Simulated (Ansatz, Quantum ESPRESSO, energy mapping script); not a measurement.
# BaMnO2 in the infinite layer structure: exchange couplings from total energies, part 2 of 3

Wanted: the magnetic order of BaMnO2 in the infinite layer structure, its couplings and an estimate of its ordering temperature, by PBE+U (4 eV), QE, GBRV.

PBE with U = 4 eV on Mn d, ortho-atomic projectors; plane waves, U on orthogonalised atomic orbitals unless named otherwise, collinear spin, no spin–orbit coupling.

So far. Step 3 (Run 1 (parallel; cell A, 8 atoms)): The run ends ferromagnetic.

## Step 4: Order 2: compensated +−, cell A of 8 atoms

Level of this step: PBE with U = 4 eV on Mn d, ortho-atomic projectors, GBRV potentials (Quantum ESPRESSO).

This order reverses 2 of the 2 neighbours at 3.71 Å, 2 of the 4 neighbours at 4.13 Å and 4 of the 8 neighbours at 5.55 Å, counted for an average magnetic atom.

Contents of pw.in:

```
&control
  calculation = 'scf'
  prefix = 'pw'
  outdir = './tmp/'
  pseudo_dir = './pseudo/'
  verbosity = 'low'
/
&system
  ibrav = 0
  nat = 8
  ntyp = 4
  ecutwfc = 45
  ecutrho = 360
  nbnd = 50
  occupations = 'smearing'
  smearing = 'fd'
  degauss = 0.00367493
  nspin = 2
  starting_magnetization(1) = 0.3000
  starting_magnetization(2) = -0.3000
/
&electrons
  conv_thr = 2.0e-08
  electron_maxstep = 120
  mixing_beta = 0.3
  mixing_mode = 'plain'
/
ATOMIC_SPECIES
  Mn1 54.9380 Mn.upf
  Mn2 54.9380 Mn.upf
  Ba 137.3270 Ba.upf
  O 15.9990 O.upf
CELL_PARAMETERS angstrom
  4.13014972 0.00000000 0.00000000
  0.00000000 4.13014972 3.71491834
  0.00000000 -4.13014972 3.71491834
ATOMIC_POSITIONS crystal
  Mn1 0.00000000 0.00000000 0.00000000
  Mn2 0.00000000 0.50000000 0.50000000
  Ba 0.50000000 0.50000000 0.00000000
  Ba 0.50000000 0.00000000 0.50000000
  O 0.50000000 0.00000000 0.00000000
  O 0.50000000 0.50000000 0.50000000
  O 0.00000000 0.25000000 0.75000000
  O 0.00000000 0.75000000 0.25000000
K_POINTS automatic
  7 6 6 0 0 0
HUBBARD {ortho-atomic}
U Mn1-3d 4
U Mn2-3d 4
```

Run with:

```console
$ OMP_NUM_THREADS=1 mpirun -n 8 pw.x -nk 8 -in pw.in > pw.out
```

Log:

```text
[banner, memory and clock lines left out]
Program PWSCF v.7.5 starts
[...]
unit-cell volume          =     855.2783 (a.u.)^3
     number of atoms/cell      =            8
[...]
number of electrons       =        74.00
     number of Kohn-Sham states=           50
     kinetic-energy cutoff     =      45.0000  Ry
     charge density cutoff     =     360.0000  Ry
     scf convergence threshold =      2.0E-08
[...]
Exchange-correlation= SLA  PW   PBE  PBE
[...]
Hubbard projectors: ortho-atomic
     Hubbard parameters of DFT+U (Dudarev formulation) in eV:
[...]
atomic species   magnetization
[...]
8 Sym. Ops., with inversion, found
[...]
number of k points=    52  Fermi-Dirac smearing, width (Ry)=  0.0037
[...]
Number of occupied Hubbard levels =   10.0000
     Atomic wfc used for Hubbard projectors are orthogonalized
[...]
iteration #  1     ecut=    45.00 Ry     beta= 0.30
[...]
Number of occupied Hubbard levels =    9.7565
[...]
total energy              =    -692.04134954 Ry
     estimated scf accuracy    <       2.39336211 Ry
     total magnetization       =    -0.00 Bohr mag/cell
     absolute magnetization    =     9.44 Bohr mag/cell
     iteration #  2     ecut=    45.00 Ry     beta= 0.30
[...]
total energy              =    -692.50515203 Ry
     estimated scf accuracy    <       0.11647660 Ry
     total magnetization       =    -0.00 Bohr mag/cell
     absolute magnetization    =     9.50 Bohr mag/cell
     iteration #  3     ecut=    45.00 Ry     beta= 0.30
[...]
total energy              =    -692.51383661 Ry
     estimated scf accuracy    <       0.05502993 Ry
     total magnetization       =     0.00 Bohr mag/cell
     absolute magnetization    =     9.46 Bohr mag/cell
[...]
total energy              =    -692.52229109 Ry
[...]
iteration # 12     ecut=    45.00 Ry     beta= 0.30
[...]
total energy              =    -692.52229108 Ry
     estimated scf accuracy    <       0.00000025 Ry
     total magnetization       =     0.00 Bohr mag/cell
     absolute magnetization    =     9.50 Bohr mag/cell
     iteration # 13     ecut=    45.00 Ry     beta= 0.30
[...]
Magnetic moment per site  (integrated on atomic sphere of radius R)
     atom   1 (R=0.206)  charge= 12.2357  magn=  3.9399
     atom   2 (R=0.206)  charge= 12.2357  magn= -3.9399
     atom   3 (R=0.277)  charge=  6.7458  magn= -0.0000
[...]
atom   7 (R=0.206)  charge=  5.6023  magn=  0.0000
     atom   8 (R=0.206)  charge=  5.6023  magn=  0.0000
     End of self-consistent calculation
     =================== HUBBARD OCCUPATIONS ===================
     ------------------------ ATOM    1 ------------------------
     Tr[ns(  1)] (up, down, total) =   4.85245  0.34213  5.19457
     Atomic magnetic moment for atom   1 =   4.51032
     SPIN  1
     eigenvalues:
       0.938  0.938  0.991  0.991  0.995
     eigenvectors (columns):
      -0.380 -0.925  0.000 -0.000  0.000
      -0.000 -0.000 -0.000  1.000  0.000
[...]
occupation matrix ns (before diag.):
[...]
SPIN  2
     eigenvalues:
[...]
eigenvectors (columns):
[...]
occupation matrix ns (before diag.):
[...]
------------------------ ATOM    2 ------------------------
     Tr[ns(  2)] (up, down, total) =   0.34213  4.85245  5.19457
     Atomic magnetic moment for atom   2 =  -4.51032
     SPIN  1
     eigenvalues:
[...]
eigenvectors (columns):
[...]
occupation matrix ns (before diag.):
[...]
SPIN  2
     eigenvalues:
[...]
eigenvectors (columns):
[...]
occupation matrix ns (before diag.):
[...]
0.000  0.000  0.000  0.938 -0.000
       0.000  0.000  0.000 -0.000  0.995
     Number of occupied Hubbard levels =   10.3891
     Number of k-points >= 100: set verbosity='high' to print the bands.
     the Fermi energy is    11.2313 ev
!    total energy              =    -692.52229116 Ry
     estimated scf accuracy    <          4.2E-09 Ry
     smearing contrib. (-TS)   =      -0.00114272 Ry
     internal energy E=F+TS    =    -692.52114843 Ry
     The total energy is F=E-TS. E is the sum of the following terms:
     one-electron contribution =    -330.02952948 Ry
     hartree contribution      =     204.58089735 Ry
     xc contribution           =    -138.63741256 Ry
     ewald contribution        =    -428.56663005 Ry
     Hubbard energy            =       0.13152630 Ry
     total magnetization       =    -0.00 Bohr mag/cell
     absolute magnetization    =     9.50 Bohr mag/cell
     convergence has been achieved in  13 iterations
```

Elapsed: 73 s, on 8 MPI ranks of Arm Neoverse V2, shared host; peak memory 2 GiB; 9.7 min of CPU time.

Spin moment in the sphere by atom:

| atom | spin moment in the sphere (μB) |
| --- | --- |
| Ba1 | 0.00 |
| Ba2 | 0.00 |
| Mn3 | 3.94 |
| Mn4 | -3.94 |
| O5 | 0.02 |
| O6 | -0.02 |
| O7 | 0.00 |
| O8 | 0.00 |

The run ends antiferromagnetic, 82.65 meV a magnetic atom above the parallel order of its cell (energies taken at zero occupation width, not the printed F).

## Step 5: Run 3 (parallel; cell B, 8 atoms)

A new cell needs its own zero of energy.

This run holds the same structure in another cell (a 4.130 → 3.715 Å, b 5.555 → 4.130 Å, c 5.555 → 8.260 Å, α 96.1 → 90.0°).

Contents of pw.in:

```
&control
  calculation = 'scf'
  prefix = 'pw'
  outdir = './tmp/'
  pseudo_dir = './pseudo/'
  verbosity = 'low'
/
&system
  ibrav = 0
  nat = 8
  ntyp = 3
  ecutwfc = 45
  ecutrho = 360
  nbnd = 55
  occupations = 'smearing'
  smearing = 'fd'
  degauss = 0.00367493
  nspin = 2
  starting_magnetization(1) = 0.3000
/
&electrons
  conv_thr = 2.0e-08
  electron_maxstep = 120
  mixing_beta = 0.3
  mixing_mode = 'plain'
/
ATOMIC_SPECIES
  Mn 54.9380 Mn.upf
  Ba 137.3270 Ba.upf
  O 15.9990 O.upf
CELL_PARAMETERS angstrom
  0.00000000 0.00000000 3.71491834
  4.13014972 0.00000000 0.00000000
  0.00000000 8.26029944 0.00000000
ATOMIC_POSITIONS crystal
  Mn 0.00000000 0.00000000 0.00000000
  Mn 0.00000000 0.00000000 0.50000000
  Ba 0.50000000 0.50000000 0.25000000
  Ba 0.50000000 0.50000000 0.75000000
  O 0.00000000 0.50000000 0.00000000
  O 0.00000000 0.50000000 0.50000000
  O 0.00000000 0.00000000 0.25000000
  O 0.00000000 0.00000000 0.75000000
K_POINTS automatic
  8 7 4 0 0 0
HUBBARD {ortho-atomic}
U Mn-3d 4
```

Log:

```text
[banner, memory and clock lines left out]
Program PWSCF v.7.5 starts
[...]
unit-cell volume          =     855.2783 (a.u.)^3
     number of atoms/cell      =            8
[...]
number of electrons       =        74.00
     number of Kohn-Sham states=           55
     kinetic-energy cutoff     =      45.0000  Ry
     charge density cutoff     =     360.0000  Ry
[...]
The total energy is F=E-TS. E is the sum of the following terms:
     one-electron contribution =    -329.65912909 Ry
     hartree contribution      =     204.07850258 Ry
     xc contribution           =    -138.54027162 Ry
     ewald contribution        =    -428.56663005 Ry
     Hubbard energy            =       0.15443752 Ry
     total magnetization       =     8.95 Bohr mag/cell
     absolute magnetization    =     9.41 Bohr mag/cell
     convergence has been achieved in  13 iterations
[key lines of the parts left out:]
!    total energy              =    -692.53419971 Ry
the Fermi energy is    11.1482 ev
```

Wall time 87 s (8 MPI ranks); peak memory 2.1 GiB; 12 min of CPU time.

The run ends ferromagnetic. For each magnetic atom its energy differs from the parallel run of the first cell by 1.52 meV, an error that one common reference would have brought in.

## Step 6: Compensated +− start in cell B (8 atoms)

This order reverses 0 of the 2 neighbours at 3.71 Å, 2 of the 4 neighbours at 4.13 Å and 4 of the 8 neighbours at 5.55 Å, counted for an average magnetic atom.

pw.in, as its differences from that of step 5:

```diff
@@ -10,6 +10,6 @@
   nat = 8
-  ntyp = 3
+  ntyp = 4
   ecutwfc = 45
   ecutrho = 360
-  nbnd = 55
+  nbnd = 50
   occupations = 'smearing'
@@ -19,2 +19,3 @@
   starting_magnetization(1) = 0.3000
+  starting_magnetization(2) = -0.3000
 /
@@ -27,3 +28,4 @@
 ATOMIC_SPECIES
-  Mn 54.9380 Mn.upf
+  Mn1 54.9380 Mn.upf
+  Mn2 54.9380 Mn.upf
   Ba 137.3270 Ba.upf
@@ -35,4 +37,4 @@
 ATOMIC_POSITIONS crystal
-  Mn 0.00000000 0.00000000 0.00000000
-  Mn 0.00000000 0.00000000 0.50000000
+  Mn1 0.00000000 0.00000000 0.00000000
+  Mn2 0.00000000 0.00000000 0.50000000
   Ba 0.50000000 0.50000000 0.25000000
@@ -46,2 +48,3 @@
 HUBBARD {ortho-atomic}
-U Mn-3d 4
+U Mn1-3d 4
+U Mn2-3d 4
```

Log:

```text
[banner, memory and clock lines left out]
Program PWSCF v.7.5 starts
[...]
unit-cell volume          =     855.2783 (a.u.)^3
     number of atoms/cell      =            8
[...]
number of electrons       =        74.00
     number of Kohn-Sham states=           50
     kinetic-energy cutoff     =      45.0000  Ry
     charge density cutoff     =     360.0000  Ry
[...]
The total energy is F=E-TS. E is the sum of the following terms:
     one-electron contribution =    -329.98632802 Ry
     hartree contribution      =     204.52060173 Ry
     xc contribution           =    -138.62157125 Ry
     ewald contribution        =    -428.56663005 Ry
     Hubbard energy            =       0.13584750 Ry
     total magnetization       =    -0.00 Bohr mag/cell
     absolute magnetization    =     9.50 Bohr mag/cell
     convergence has been achieved in  15 iterations
[key lines of the parts left out:]
!    total energy              =    -692.51948717 Ry
the Fermi energy is    11.1634 ev
```

Wall time 93 s (8 MPI ranks); peak memory 2.1 GiB; 12 min of CPU time.

The run ends antiferromagnetic, 101.10 meV a magnetic atom above the parallel order of its cell (energies taken at zero occupation width, not the printed F).

## Step 7: Order 5: parallel, cell C of 8 atoms

A new cell needs its own zero of energy.

This run holds the same structure in another cell (a 3.715 → 4.130 Å, c 8.260 → 7.430 Å).

Contents of pw.in:

```
&control
  calculation = 'scf'
  prefix = 'pw'
  outdir = './tmp/'
  pseudo_dir = './pseudo/'
  verbosity = 'low'
/
&system
  ibrav = 0
  nat = 8
  ntyp = 3
  ecutwfc = 45
  ecutrho = 360
  nbnd = 55
  occupations = 'smearing'
  smearing = 'fd'
  degauss = 0.00367493
  nspin = 2
  starting_magnetization(1) = 0.3000
/
&electrons
  conv_thr = 2.0e-08
  electron_maxstep = 120
  mixing_beta = 0.3
  mixing_mode = 'plain'
/
ATOMIC_SPECIES
  Mn 54.9380 Mn.upf
  Ba 137.3270 Ba.upf
  O 15.9990 O.upf
CELL_PARAMETERS angstrom
  4.13014972 0.00000000 0.00000000
  0.00000000 4.13014972 0.00000000
  0.00000000 0.00000000 7.42983667
ATOMIC_POSITIONS crystal
  Mn 0.00000000 0.00000000 0.00000000
  Mn 0.00000000 0.00000000 0.50000000
  Ba 0.50000000 0.50000000 0.25000000
  Ba 0.50000000 0.50000000 0.75000000
  O 0.50000000 0.00000000 0.00000000
  O 0.50000000 0.00000000 0.50000000
  O 0.00000000 0.50000000 0.00000000
  O 0.00000000 0.50000000 0.50000000
K_POINTS automatic
  7 7 4 0 0 0
HUBBARD {ortho-atomic}
U Mn-3d 4
```

Log:

```text
[banner, memory and clock lines left out]
Program PWSCF v.7.5 starts
[...]
unit-cell volume          =     855.2783 (a.u.)^3
     number of atoms/cell      =            8
[...]
number of electrons       =        74.00
     number of Kohn-Sham states=           55
     kinetic-energy cutoff     =      45.0000  Ry
     charge density cutoff     =     360.0000  Ry
[...]
The total energy is F=E-TS. E is the sum of the following terms:
     one-electron contribution =    -329.68845534 Ry
     hartree contribution      =     204.10863227 Ry
     xc contribution           =    -138.54175723 Ry
     ewald contribution        =    -428.56663033 Ry
     Hubbard energy            =       0.15529529 Ry
     total magnetization       =     8.93 Bohr mag/cell
     absolute magnetization    =     9.40 Bohr mag/cell
     convergence has been achieved in  15 iterations
[key lines of the parts left out:]
!    total energy              =    -692.53436758 Ry
the Fermi energy is    11.1529 ev
```

It took 60 s on 8 MPI ranks; peak memory 1.5 GiB.

The run ends ferromagnetic. For each magnetic atom its energy differs from the parallel run of the first cell by 1.54 meV, an error that one common reference would have brought in.

## Step 8: Compensated +− start in cell C (8 atoms)

This order reverses 2 of the 2 neighbours at 3.71 Å, 0 of the 4 neighbours at 4.13 Å and 8 of the 8 neighbours at 5.55 Å, counted for an average magnetic atom.

pw.in, as its differences from that of step 7:

```diff
@@ -10,6 +10,6 @@
   nat = 8
-  ntyp = 3
+  ntyp = 4
   ecutwfc = 45
   ecutrho = 360
-  nbnd = 55
+  nbnd = 50
   occupations = 'smearing'
@@ -19,2 +19,3 @@
   starting_magnetization(1) = 0.3000
+  starting_magnetization(2) = -0.3000
 /
@@ -27,3 +28,4 @@
 ATOMIC_SPECIES
-  Mn 54.9380 Mn.upf
+  Mn1 54.9380 Mn.upf
+  Mn2 54.9380 Mn.upf
   Ba 137.3270 Ba.upf
@@ -35,4 +37,4 @@
 ATOMIC_POSITIONS crystal
-  Mn 0.00000000 0.00000000 0.00000000
-  Mn 0.00000000 0.00000000 0.50000000
+  Mn1 0.00000000 0.00000000 0.00000000
+  Mn2 0.00000000 0.00000000 0.50000000
   Ba 0.50000000 0.50000000 0.25000000
@@ -46,2 +48,3 @@
 HUBBARD {ortho-atomic}
-U Mn-3d 4
+U Mn1-3d 4
+U Mn2-3d 4
```

Log:

```text
[banner, memory and clock lines left out]
Program PWSCF v.7.5 starts
[...]
unit-cell volume          =     855.2783 (a.u.)^3
     number of atoms/cell      =            8
[...]
number of electrons       =        74.00
     number of Kohn-Sham states=           50
     kinetic-energy cutoff     =      45.0000  Ry
     charge density cutoff     =     360.0000  Ry
[...]
The total energy is F=E-TS. E is the sum of the following terms:
     one-electron contribution =    -329.54717902 Ry
     hartree contribution      =     203.99601887 Ry
     xc contribution           =    -138.55988097 Ry
     ewald contribution        =    -428.56663033 Ry
     Hubbard energy            =       0.14188443 Ry
     total magnetization       =    -0.00 Bohr mag/cell
     absolute magnetization    =     9.65 Bohr mag/cell
     convergence has been achieved in  12 iterations
[key lines of the parts left out:]
!    total energy              =    -692.53708965 Ry
the Fermi energy is    11.3566 ev
```

Elapsed: 45 s, on 8 MPI ranks; peak memory 1.8 GiB.

The run ends antiferromagnetic, 19.03 meV a magnetic atom below the parallel order of its cell (energies taken at zero occupation width, not the printed F).

(Continued in part 3 of 3.)

[Logs and program files are shortened in this print: banners, set-up blocks, solver, clock and traceback lines can be left out without a mark of their own.]

[Logs are printed without paths, hosts, clocks, repeated set-up lines and the standing remarks that a program may print on its own settings, such as how far it seeks lower states.]

[Hosts, paths, dates, database ids (printed as entryN), source tags and the programs' standing remarks are cut or masked in the printed files.]

[Where a cell is said to come from a database of computed structures, the database is the Materials Project.]
